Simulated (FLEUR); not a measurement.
Computed results, one entry a study.

**Magnetic state of MnO2 monolayer from several starts**

The cell holds 3 atoms: 1 Mn and 2 O. Its edges and angles: a = 2.857 Å, b = 2.857 Å, c = 16.897 Å, α = 90.0°, β = 90.0°, γ = 120.0°. It derives from MnO2. one layer cut from the bulk crystal, unrelaxed, 15 A of vacuum. Vacuum lies along c.

```yaml
method: LDA (VWN) with U = 4.9 eV, J = 0.9 eV on Mn d; all-electron FLAPW film, Dirac cores, scalar-relativistic bands
program: FLEUR MaX-R8.1
settings_of_one_run: kmax 4.4 1/bohr, gmax 13.2 1/bohr, muffin tin radii Mn: 2.18, O: 1.23 bohr, lmax Mn: [8, 6], O: [6, 4], hist occupations, smearing width 0.08 eV, mixer Anderson, mixing 0.03, max iterations 130, stop 0.0001 me/bohr³, film mode on, collinear spin, 8×8×1 k-mesh, double counting FLL, mesh matched on, starting moments 4.5 0 0 μB
cost: 4 runs, 2.8 min in all on 2 MPI ranks of Arm Neoverse V2, shared host (the runs of this entry)
notes: The run is spin-polarised, with a total moment of 3.00 μB a cell. This is the lowest of 3 finished starts, no proof of the ground state.
lowest_state_found: ferromagnetic (initial ferro +)
largest_site_spin_moment: 2.95 μB
next_finished_state: antiferromagnetic, 31.8 meV a seeded atom higher
spinless_run_over_the_lowest_under_a_u_no_clean_measure_of_the_moments: 3054 meV a seeded atom
```

The lowest state found is ferromagnetic, reached from the start ferro +, with moments up to 2.95 μB. The next finished state costs 32 meV a seeded atom.

[Logs and program files are shortened in this print: banners, set-up blocks, solver, clock and traceback lines can be left out without a mark of their own.]

[Logs are printed without paths, hosts, clocks, repeated set-up lines and the standing remarks that a program may print on its own settings, such as how far it seeks lower states.]

[Hosts, paths, dates, database ids (printed as entryN), source tags and the programs' standing remarks are cut or masked in the printed files.]

[Where a cell is said to come from a database of computed structures, the database is the Materials Project.]
